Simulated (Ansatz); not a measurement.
# Work function of Ca by crystal face

How much does the work function of Ca differ between its low-index faces, and does the functional change the order?

**Method.** Ansatz 0.2.0, plane waves with PAW datasets (its set soft_2) at their recommended cutoffs; symmetric slabs of 7 layers (11 for bcc (111)) cut at the tabulated experimental lattice constant, atoms at bulk places, 18 Å of vacuum, k-spacing 0.16 Å⁻¹ (2π included), Fermi-Dirac smearing of 0.1 eV, SCF threshold 1e-9 eV; spin-polarised where the metal is Fe, Co or Ni. The work function is the vacuum level less the Fermi level; differences are formed before rounding.

What came out:

| face | atoms per nm² | LDA (eV) | PBEsol (eV) | r2SCAN (eV) | PBE (eV) | RPBE (eV) | PBE, relaxed (eV) |
| --- | --- | --- | --- | --- | --- | --- | --- |
| (111) | 7.4 | 3.09 | 3.03 | 3.07 | 2.99 | 2.94 | 2.95 |
| (100) | 6.4 | 2.90 | 2.82 | 2.80 | 2.78 | 2.70 | 2.76 |
| (110) | 4.5 | 2.92 | 2.83 | 2.83 | 2.80 | 2.73 | 2.80 |

**Reading.** With PBE the work function runs from 2.99 eV on (111) to 2.78 eV on (100). (100) and (110) lie within 0.08 eV of each other, too close for slabs of this thickness to order; every functional listed puts (111) highest. LDA lies 0.10 to 0.12 eV above PBE. Relaxing all layers with PBE (forces under 0.01 eV/Å) moves the values by −0.04 to 0.00 eV.

Caveats: Slabs this thin leave size errors that can reach a tenth of an eV or more. The functionals share one unrelaxed geometry at the tabulated experimental lattice constant; the relaxed column keeps that in-plane lattice, which is not PBE's own.
